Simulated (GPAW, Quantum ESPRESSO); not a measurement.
# In K ELNES/XANES of In (I4/mmm) from DFT, part 4 of 4

Aim: the In K edge of In (I4/mmm) by two routes, a Lanczos recursion (XSpectra) and a sum over empty bands (GPAW), to see which features are robust.

Quantum ESPRESSO 7.5 and GPAW 26.7.0; core-hole supercells, plane-wave PAW LDA.

So far. Step 8 (Ground state of the crystal (GPAW)): The mesh shows no gap, so the system is treated as a metal and the core electron is put at the Fermi level (neutral cell). Step 9 (Spectrum without a core hole, In atom 1 (GPAW)): Main maxima below 26 eV (height): 6.2 eV (1.29) and 22.8 eV (1.13). 

## (11) Spectrum with XCH, In atom 1 (GPAW)

Level of this step: X-ray absorption from dipole matrix elements to empty bands, plane-wave PAW LDA (GPAW).

The holes are 6.5 Å apart. The excited electron is kept in the cell, where it fills the lowest empty states and screens the hole. After the field has converged, empty bands are computed with the density fixed and the dipole matrix elements are summed.

xas.py reads:

```python
import numpy as np
from ase import Atoms
from ase.parallel import parprint, paropen
from gpaw import GPAW, PW, FermiDirac, Mixer, MixerDif, setup_paths
from gpaw.test import gen
setup_paths.insert(0, '.')
gen('In', name='fch1s', xcname='LDA', corehole=(1, 0, 1), write_xml=True)
from gpaw.mpi import world
world.barrier()

atoms = Atoms('In8',
    cell=[[0, -6.50188, 0],
     [-6.50188, 0, 0],
     [3.25094, -3.25094, -4.9474]],
    scaled_positions=[[0, 0, 0],
     [0, 0, 0.5],
     [0.5, 0, 0],
     [0, 0.5, 0],
     [0.5, 0, 0.5],
     [0, 0.5, 0.5],
     [0.5, 0.5, 0],
     [0.5, 0.5, 0.5]],
    pbc=True)
atoms.calc = calc = GPAW(legacy_gpaw=True, mode=PW(500, force_complex_dtype=True), xc='LDA', setups={0: 'fch1s'},
    kpts={'size': (5, 5, 5), 'gamma': True}, occupations=FermiDirac(0.1),
    charge=-1, mixer=Mixer(0.1, 5, 50), maxiter=150,
    convergence={'density': 0.0001, 'eigenstates': 1e-6}, txt='scf.txt')
energy = atoms.get_potential_energy() + calc.get_reference_energy()
ef = calc.get_fermi_level()
out = dict(energy=energy, fermi=ef, forces=atoms.get_forces().tolist())
parprint(f'all-electron energy {energy:.4f} eV, Fermi level {ef:.4f} eV')
ev = np.array([[calc.get_eigenvalues(k, s) for k in range(len(calc.get_ibz_k_points()))] for s in range(calc.get_number_of_spins())])
out['homo'], out['lumo'], out['counts'] = ev[ev < ef].max(), ev[ev > ef].min(), sorted(set((ev < ef).sum((0, 2)).tolist()))
out['filled'] = (ev[:, 0] < ef).sum(1).tolist()

from ase.units import Ha
from gpaw.xas import dipole_matrix_elements
nb = int(calc.get_number_of_electrons() / 2) + 127
top, nb = nb, nb + 8 + nb // 12
nscf = calc.fixed_density(kpts={'size': (6, 6, 6), 'gamma': True}, nbands=nb,
    convergence={'bands': top, 'eigenstates': 5e-3}, maxiter=60, txt='nscf.txt')
cell = atoms.cell.array
ops = [cell.T @ U.T @ np.linalg.inv(cell.T) for U in nscf.wfs.kd.symmetry.op_scc]
E = np.arange(-6, 34, 0.1)
fwhm = np.interp(E, [4, 25], [7.91, 7.91])
Y, X, zero, highest = 0, 0, 1e9, 1e9
for spin in range(nscf.get_number_of_spins()):
    wfs = nscf.wfs
    mine = wfs.bd.get_slice()  # this rank's bands
    A = dipole_matrix_elements(wfs.setups[0])
    eps = np.zeros((wfs.kd.nibzkpts, nb))
    d = np.zeros((3, A.shape[1], wfs.kd.nibzkpts, nb), complex)
    for kpt in wfs.kpt_u:
        if kpt.s == spin and 0 in kpt.P_ani:
            eps[kpt.k, mine] = kpt.eps_n * Ha
            d[:, :, kpt.k, mine] = (kpt.weight * wfs.nspins / 2) ** 0.5 * np.inner(A, kpt.P_ani[0])
    world.sum(eps)
    world.sum(d)
    T = np.einsum('amkn,bmkn->abkn', d, d.conj()).real
    T = sum(np.einsum('ai,ijkn,bj->abkn', R, T, R) for R in ops) / len(ops)
    empty = eps > ef
    zero, highest = min(zero, eps[empty].min()), min(highest, eps[:, top - 1].min())
    lines = [(eps, T, empty)] if spin == 0 else lines + [(eps, T, empty)]
for eps, T, empty in lines:
    f = np.einsum('aakn->akn', T).reshape(3, -1)
    x = eps.ravel() - zero
    w = np.interp(x, E, fwhm) / 2.35482
    g = np.exp(-0.5 * ((E[:, None] - x) / w) ** 2) / (w * (2 * np.pi) ** 0.5)
    Y = Y + (f * empty.ravel()) @ g.T
    X = X + (f * ~empty.ravel()) @ g.T
out.update(E=E.round(2).tolist(), xas=Y.tolist(), xes=X.tolist(), zero=zero, valid=highest - zero, nk=len(eps), nb=nb)
for i in range(0, len(E), 10):
    parprint(f'{E[i]:7.2f}', *(f'{v:10.3e}' for v in Y[:, i]))
import json
with paropen('out.json', 'w') as f:
    json.dump(out, f)
```

Command:

```sh
$ OMP_NUM_THREADS=1 mpirun -n 8 gpaw python xas.py
```

Numbers of over 12 decimals in the logs are rounded to 6 here.

The program printed:

```text
Input parameters:
  charge: -1
  convergence: {density: 0.0001,
                eigenstates: 1e-06}
  kpts: {gamma: True,
         size: (5, 5, 5)}
  maxiter: 150
  mixer: {backend: pulay,
          beta: 0.1,
          method: separate,
          nmaxold: 5,
          weight: 50}
  mode: {ecut: 500.0,
         force_complex_dtype: True,
         name: pw}
  occupations: {fixmagmom: False,
                name: fermi-dirac,
                width: 0.1}
  setups: {0: fch1s}

Initialize ...

[... PAW data sets ...]

Reference energy: -1250672.936909  # eV

Spin-paired calculation

[... convergence settings ...]
Symmetries present (total): 16
  [... symmetry matrices ...]

125 k-points: 5 x 5 x 5 Monkhorst-Pack grid
18 k-points in the irreducible part of the Brillouin zone
       k-points in crystal coordinates                weights
   0:     0.00000000    0.00000000    0.00000000          1/125
   1:     0.00000000    0.00000000    0.20000000          2/125
   2:     0.00000000    0.00000000    0.40000000          2/125
   3:     0.20000000    0.00000000   -0.40000000          4/125
   4:     0.20000000    0.00000000    0.20000000          8/125
   5:     0.20000000    0.00000000    0.40000000          8/125
   6:     0.20000000    0.20000000    0.00000000          4/125
   7:     0.20000000    0.20000000    0.20000000          8/125
   8:     0.20000000    0.20000000    0.40000000          8/125
   9:     0.40000000    0.00000000   -0.20000000          8/125
          ...
  17:     0.40000000    0.40000000    0.40000000          8/125

Wave functions: Plane wave expansion
  Cutoff energy: 500.000 eV
  Number of coefficients (min, max): 5287, 5322
  Pulay-stress correction: 0.000000 eV/Ang^3 (de/decut=0.000000)
  Using FFTW library
  Wavefunction extrapolation:
    Improved wavefunction reuse through dual PAW basis

Occupation numbers: Fermi-Dirac:
  width: 0.1000  # eV

Eigensolver
   Davidson(niter=2)

Densities:
  Coarse grid: 35*35*35 grid
  Fine grid: 70*70*70 grid
  Total Charge: 0.000000

Density mixing:
  Method: separate
  Backend: pulay
  Linear mixing parameter: 0.1
  old densities: 5
  Width of damping distribution: 1.1
  Damping of long wavelength oscillations: 50

[... Hamiltonian set-up ...]
Number of atoms: 8
Number of atomic orbitals: 72
Number of bands in calculation: 67
Number of valence electrons: 105
Bands to converge: occupied

... initialized

Initializing position-dependent things.

Density initialized from atomic densities
Creating initial wave functions:
  67 bands from LCAO basis set

          In      In
        In      In

             In      In
           In      In

Atomic positions and initial magnetic moments

Positions:
   0 In     0.000000    0.000000    0.000000    ( 0.0000,  0.0000,  0.0000)
   1 In     1.625470   -1.625470   -2.473700    ( 0.0000,  0.0000,  0.0000)
   2 In     0.000000   -3.250940    0.000000    ( 0.0000,  0.0000,  0.0000)
   3 In    -3.250940    0.000000    0.000000    ( 0.0000,  0.0000,  0.0000)
   4 In     1.625470   -4.876410   -2.473700    ( 0.0000,  0.0000,  0.0000)
   5 In    -1.625470   -1.625470   -2.473700    ( 0.0000,  0.0000,  0.0000)
   6 In    -3.250940   -3.250940    0.000000    ( 0.0000,  0.0000,  0.0000)
   7 In    -1.625470   -4.876410   -2.473700    ( 0.0000,  0.0000,  0.0000)

Unit cell:
           periodic     x           y           z      points  spacing
  1. axis:    yes    0.000000   -6.501880    0.000000    35     0.1553
  2. axis:    yes   -6.501880    0.000000    0.000000    35     0.1553
  3. axis:    yes    3.250940   -3.250940   -4.947400    35     0.1414

  Lengths:   6.501880   6.501880   6.753813
  Angles:  118.773534  61.226466  90.000000

Effective grid spacing dv^(1/3) = 0.1696

iter:   1   -37.961910
iter:   2   -36.954066   -1.85  -1.39
iter:   3   -35.975265   -1.89  -1.48
iter:   4   -35.915202   -3.23  -1.71
iter:   5   -35.846413   -2.34  -1.79
iter:   6   -35.825264   -4.02  -2.60
iter:   7   -35.815672c  -3.65  -2.83
iter:   8   -35.815073c  -5.26  -3.18
iter:   9   -35.814731c  -5.39  -3.28
iter:  10   -35.814667c  -5.70  -3.40
iter:  11   -35.814650c  -6.94c -3.45
iter:  12   -35.814641c  -6.64c -3.52
iter:  13   -35.814640c  -8.17c -3.88
iter:  14   -35.814628c  -7.31c -3.94
iter:  15   -35.814622c  -7.29c -4.36c

Converged after 15 iterations.

Dipole moment: (-0.000000, 0.000000, 0.000000) |e|*Ang

Energy contributions relative to reference atoms: (reference = -1250672.936909)

Kinetic:        +84.982327
Potential:      -80.605441
External:        +0.000000
XC:             -41.635633
Entropy (-ST):   -0.102445
Local:           +1.495347
SIC:             +0.000000
--------------------------
Free energy:    -35.865845
Extrapolated:   -35.814622

Showing only first 2 kpts
 Kpt  Band  Eigenvalues  Occupancy
  0    50      3.92798    2.00000
  0    51      4.59848    2.00000
  0    52      4.59848    2.00000
  0    53      4.64316    2.00000

  1    50      4.80362    2.00000
  1    51      4.96202    2.00000
  1    52      4.96202    2.00000
[...]
Fermi level: 6.75406

No gap
No difference between direct/indirect transitions

Forces in eV/Ang:
  0 In    0.00000   -0.00000    0.00000
  1 In   -0.00000   -0.00000    0.00000
  2 In    0.00000   -0.00000    0.00000
  3 In    0.00000    0.00000    0.00000
  4 In    0.00000    0.00000   -0.00000
  5 In    0.00000   -0.00000    0.00000
  6 In    0.00000    0.00000    0.00000
  7 In   -0.00000    0.00000   -0.00000
Scalar-relativistic atomic LDA calculation for In (Indium, Z=49)
Core hole in 1s state (1s occupation: 1.0)
750 radial gridpoints.
|------------------------------------------------|
|------------------------------------------------|
[... the atom generator's iteration count ...]

Energy contributions:
-------------------------
Kinetic:    +5011.498431
XC:          -139.186330
Potential:  -9717.082001
-------------------------
Total:      -4844.769900

state      eigenvalue         ekin         rmax
-----------------------------------------------
1s^1.0 : -1041.429737  1307.814509        0.019
2s^2.0 :  -158.894443   276.621694        0.107
2p^6.0 :  -144.457712   265.266805        0.085
3s^2.0 :   -30.906173    78.936934        0.310
3p^6.0 :   -25.920716    73.967952        0.302
3d^10.0:   -17.751812    67.653522        0.251
4s^2.0 :    -5.129466    21.303129        0.750
4p^6.0 :    -3.583045    18.210022        0.788
4d^10.0:    -1.255654    12.089910        0.885
5s^2.0 :    -0.660150     2.990870        1.992
5p^1.0 :    -0.387573     1.875673        2.413
-----------------------------------------------
(units: Bohr and Hartree)

Generating PAW setup
Kinetic energy of the core from tauc = 5003.343445099466
Cutoffs:
rc(s)=2.240
rc(p)=2.350
rc(d)=2.170
rc(vbar)=2.230
rc(comp)=2.150
rc(nct)=2.350

Kinetic energy of the core states: 4882.741918
Charge: 1.0
Core electrons: 35.0
Valence electrons: 13.0
Pseudo-core charge: 0.399899
Shape function alpha=2.163
Pseudo-electron charge 6.108974
state    eigenvalue         norm
--------------------------------
5s(2) :    -0.660150     1.151852
*s    :     0.339850
5p(1) :    -0.387573     1.028477
*p    :     0.612427
4d(10):    -1.255654     0.237689
*d    :    -0.255654
--------------------------------

Diagonalizing with gridspacing h=0.050

state   all-electron     PAW
-------------------------------
5s:      -0.660150    -0.661222
5p:      -0.387573    -0.389203
4d:      -1.255654    -1.256519
*f:                   -0.025681
-------------------------------
all-electron energy -1250708.7515 eV, Fermi level 6.7541 eV
[...]
31.00  1.458e-08  1.458e-08  1.470e-08
  32.00  1.460e-08  1.460e-08  1.446e-08
  33.00  1.455e-08  1.455e-08  1.409e-08
```

The job ended after 2 min (8 MPI ranks of Arm Neoverse V1, shared host; peak memory 0.43 GiB; 16 min of CPU time).

The In K spectrum, In atom 1, excited-electron core hole (neutral cell) (energy from the lowest empty level; intensity scaled to a mean of 1 over the first 20 eV; polarised curves are means over the symmetry-equivalent atoms):

| E (eV) | isotropic | ε ⊥ c | ε ∥ c |
| --- | --- | --- | --- |
| -2.0 | 0.42 | 0.41 | 0.43 |
| -1.5 | 0.50 | 0.49 | 0.51 |
| -1.0 | 0.58 | 0.57 | 0.60 |
| -0.5 | 0.67 | 0.66 | 0.70 |
| 0.0 | 0.77 | 0.75 | 0.79 |
| 0.5 | 0.86 | 0.84 | 0.89 |
| 1.0 | 0.95 | 0.93 | 0.98 |
| 1.5 | 1.03 | 1.01 | 1.06 |
| 2.0 | 1.10 | 1.09 | 1.14 |
| 2.5 | 1.17 | 1.15 | 1.20 |
| 3.0 | 1.22 | 1.21 | 1.25 |
| 3.5 | 1.26 | 1.25 | 1.28 |
| 4.0 | 1.29 | 1.28 | 1.30 |
| 4.5 | 1.30 | 1.29 | 1.31 |
| 5.0 | 1.30 | 1.30 | 1.30 |
| 5.5 | 1.29 | 1.29 | 1.28 |
| 6.0 | 1.27 | 1.27 | 1.25 |
| 6.5 | 1.24 | 1.25 | 1.21 |
| 7.0 | 1.20 | 1.22 | 1.17 |
| 7.5 | 1.16 | 1.18 | 1.12 |
| 8.0 | 1.11 | 1.14 | 1.07 |
| 8.5 | 1.07 | 1.09 | 1.02 |
| 9.0 | 1.02 | 1.05 | 0.97 |
| 9.5 | 0.98 | 1.00 | 0.93 |
| 10.0 | 0.93 | 0.96 | 0.89 |
| 10.5 | 0.90 | 0.92 | 0.85 |
| 11.0 | 0.86 | 0.88 | 0.83 |
| 11.5 | 0.83 | 0.85 | 0.81 |
| 12.0 | 0.81 | 0.82 | 0.79 |
| 12.5 | 0.79 | 0.79 | 0.78 |
| 13.0 | 0.78 | 0.78 | 0.78 |
| 13.5 | 0.77 | 0.76 | 0.78 |
| 14.0 | 0.77 | 0.76 | 0.79 |
| 14.5 | 0.78 | 0.76 | 0.81 |
| 15.0 | 0.79 | 0.77 | 0.83 |
| 15.5 | 0.81 | 0.78 | 0.85 |
| 16.0 | 0.83 | 0.80 | 0.88 |
| 16.5 | 0.85 | 0.83 | 0.91 |
| 17.0 | 0.88 | 0.85 | 0.94 |
| 17.5 | 0.91 | 0.88 | 0.97 |
| 18.0 | 0.95 | 0.92 | 1.00 |
| 18.5 | 0.98 | 0.95 | 1.03 |
| 19.0 | 1.01 | 0.98 | 1.05 |
| 19.5 | 1.03 | 1.01 | 1.07 |
| 20.0 | 1.06 | 1.04 | 1.09 |
| 20.5 | 1.07 | 1.06 | 1.09 |
| 21.0 | 1.09 | 1.08 | 1.09 |
| 21.5 | 1.09 | 1.09 | 1.09 |
| 22.0 | 1.09 | 1.10 | 1.07 |
| 22.5 | 1.09 | 1.10 | 1.06 |
| 23.0 | 1.07 | 1.09 | 1.03 |
| 23.5 | 1.06 | 1.08 | 1.01 |
| 24.0 | 1.03 | 1.06 | 0.98 |
| 24.5 | 1.01 | 1.04 | 0.95 |
| 25.0 | 0.98 | 1.01 | 0.93 |
| 25.5 | 0.96 | 0.98 | 0.90 |
| 26.0 | 0.93 | 0.95 | 0.88 |
| 26.5 | 0.90 | 0.92 | 0.87 |
| 27.0 | 0.88 | 0.90 | 0.85 |
| 27.5 | 0.86 | 0.87 | 0.84 |
| 28.0 | 0.84 | 0.85 | 0.83 |
| 28.5 | 0.83 | 0.83 | 0.83 |
| 29.0 | 0.82 | 0.82 | 0.82 |
| 29.5 | 0.81 | 0.81 | 0.82 |
| 30.0 | 0.81 | 0.80 | 0.82 |
| 30.5 | 0.80 | 0.80 | 0.81 |
| 31.0 | 0.80 | 0.80 | 0.81 |

Main maxima below 28 eV (height): 4.8 eV (1.30) and 21.8 eV (1.09). 

## (12) The two programs side by side

The line shapes differ (Lorentzian half width 3.96 eV (not a setting of the program: the run's 0.4 eV curve was folded afterwards with a further Lorentzian), against Gaussian full width 7.91 eV), so both get a further Gaussian of 1.5 eV full width before they are compared; the Lorentzian tails remain.

| E (eV) | XSpectra | GPAW |
| --- | --- | --- |
| -2.00 | 0.55 | 0.42 |
| -1.25 | 0.64 | 0.54 |
| -0.50 | 0.74 | 0.67 |
| 0.25 | 0.84 | 0.81 |
| 1.00 | 0.94 | 0.94 |
| 1.75 | 1.02 | 1.06 |
| 2.50 | 1.09 | 1.16 |
| 3.25 | 1.15 | 1.23 |
| 4.00 | 1.17 | 1.28 |
| 4.75 | 1.18 | 1.29 |
| 5.50 | 1.18 | 1.28 |
| 6.25 | 1.15 | 1.25 |
| 7.00 | 1.12 | 1.20 |
| 7.75 | 1.09 | 1.13 |
| 8.50 | 1.05 | 1.07 |
| 9.25 | 1.01 | 1.00 |
| 10.00 | 0.98 | 0.94 |
| 10.75 | 0.95 | 0.88 |
| 11.50 | 0.92 | 0.84 |
| 12.25 | 0.90 | 0.80 |
| 13.00 | 0.88 | 0.78 |
| 13.75 | 0.88 | 0.78 |
| 14.50 | 0.88 | 0.78 |
| 15.25 | 0.88 | 0.80 |
| 16.00 | 0.89 | 0.83 |
| 16.75 | 0.91 | 0.87 |
| 17.50 | 0.93 | 0.91 |
| 18.25 | 0.95 | 0.96 |
| 19.00 | 0.98 | 1.00 |
| 19.75 | 1.00 | 1.04 |
| 20.50 | 1.01 | 1.07 |
| 21.25 | 1.02 | 1.08 |
| 22.00 | 1.03 | 1.09 |
| 22.75 | 1.02 | 1.08 |
| 23.50 | 1.01 | 1.05 |
| 24.25 | 0.99 | 1.02 |
| 25.00 | 0.97 | 0.98 |
| 25.75 | 0.95 | 0.94 |
| 26.50 | 0.93 | 0.91 |
| 27.25 | 0.91 | 0.87 |
| 28.00 | 0.89 | 0.85 |
| 28.75 | 0.88 | 0.83 |
| 29.50 | 0.88 | 0.81 |
| 30.25 | 0.87 | 0.81 |
| 31.00 | 0.87 | 0.80 |

|  | XSpectra | GPAW |
| --- | --- | --- |
| k mesh of the spectrum | 5×5×5 | 6×6×6 |
| cutoff (eV) | 558 | 500 |
| highest intensity below 24 eV after the common broadening, eV (height) | 4.7 (1.18) | 4.8 (1.29) |
| core time, hole field and spectrum | 28 min | 16 min |

## (13) With and without the hole

XSpectra's curves. Both curves are counted from their own zero, so only the shift of weight within the empty states shows.

| E (eV) | no hole | XCH |
| --- | --- | --- |
| -2.0 | 0.42 | 0.54 |
| -1.0 | 0.51 | 0.67 |
| 0.0 | 0.62 | 0.81 |
| 1.0 | 0.74 | 0.94 |
| 2.0 | 0.85 | 1.06 |
| 3.0 | 0.95 | 1.14 |
| 4.0 | 1.03 | 1.18 |
| 5.0 | 1.09 | 1.19 |
| 6.0 | 1.12 | 1.17 |
| 7.0 | 1.13 | 1.13 |
| 8.0 | 1.12 | 1.08 |
| 9.0 | 1.09 | 1.03 |
| 10.0 | 1.06 | 0.98 |
| 11.0 | 1.02 | 0.94 |
| 12.0 | 0.99 | 0.90 |
| 13.0 | 0.96 | 0.88 |
| 14.0 | 0.95 | 0.87 |
| 15.0 | 0.95 | 0.88 |
| 16.0 | 0.97 | 0.89 |
| 17.0 | 0.99 | 0.92 |
| 18.0 | 1.03 | 0.95 |
| 19.0 | 1.07 | 0.98 |
| 20.0 | 1.12 | 1.01 |
| 21.0 | 1.16 | 1.02 |
| 22.0 | 1.19 | 1.03 |
| 23.0 | 1.21 | 1.02 |
| 24.0 | 1.21 | 1.00 |
| 25.0 | 1.19 | 0.97 |
| 26.0 | 1.17 | 0.94 |
| 27.0 | 1.14 | 0.91 |
| 28.0 | 1.12 | 0.89 |
| 29.0 | 1.10 | 0.88 |
| 30.0 | 1.09 | 0.87 |
| 31.0 | 1.09 | 0.87 |
| 32.0 | 1.10 | 0.87 |

With each curve scaled to its own mean, the area from −2 to 6 eV with the hole is 7.9 against 6.6, and the centre of weight from −1 to 20 eV moves by -0.6 eV: the hole pulls the absorber's empty states down.

## (14) Runs not followed above

These runs aren't followed: redraws of a spectrum that repeat one shown, runs with a planted fault or a state judged unsound, or a program's part that gave no sound spectrum.

| program | step | status | elapsed |
| --- | --- | --- | --- |
| Quantum ESPRESSO | no core hole, redrawn | converged | 21 s |
| Quantum ESPRESSO | spectrum with XCH, redrawn | converged | 4.7 s |

## (15) Results

```yaml
absorber_and_edge: In K, atom 1 of the ground-state input (counted from 1)
surroundings: 4 In at 3.25 Å and 8 In at 3.38 Å (distorted cuboctahedral, site symmetry 4/mmm)
highest_intensity_below_24_ev_xspectra_narrow_line: 4.7 eV above the zero, height 1.19
```

The two programs agree closely: 8 % r.m.s. remains over the first 14 eV after a relative shift of 0.0 eV; their raw zeros differ by 32 eV. So wide a line leaves little structure to disagree on. In XSpectra the In K edge of atom 1, with 4 In at 3.25 Å and 8 In at 3.38 Å (distorted cuboctahedral, site symmetry 4/mmm), has its highest intensity of the first 24 eV at 4.7 eV above the zero, 1.2 times the mean level of the first 20 eV (Lorentzian half width 3.96 eV (not a setting of the program: the run's 0.4 eV curve was folded afterwards with a further Lorentzian)). In XSpectra: With each curve scaled to its own mean, the area from −2 to 6 eV with the hole is 7.9 against 6.6, and the centre of weight from −1 to 20 eV moves by -0.6 eV: the hole pulls the absorber's empty states down. In GPAW: With each curve scaled to its own mean, the area from −2 to 6 eV with the hole is 8.1 against 7.0, and the centre of weight from −1 to 20 eV moves by -0.3 eV: the hole pulls the absorber's empty states down. 3 further runs of this session are left out of this account as redundant. Lifetime broadening is put in by hand, and intensities beyond about 20 eV depend on it and on the partial waves. The structure is a published determination, not relaxed.

[Banner, clock and machine lines of the logs are left out without a mark of their own.]

[Logs are printed without paths, hosts, clocks, repeated set-up lines and the standing remarks that a program may print on its own settings, such as how far it seeks lower states.]

[Hosts, paths, dates, database ids (printed as entryN), source tags and the programs' standing remarks are cut or masked in the printed files.]

[Lists of maxima count a maximum above −3 eV only where it reaches 4 % of the highest in the window and stands out from its surroundings by 2 % of it (1.5 % where it reaches 55 %); shoulders and weaker maxima are passed over, and of the rest the first, up to two pre-edge ones and the few strongest are named.]
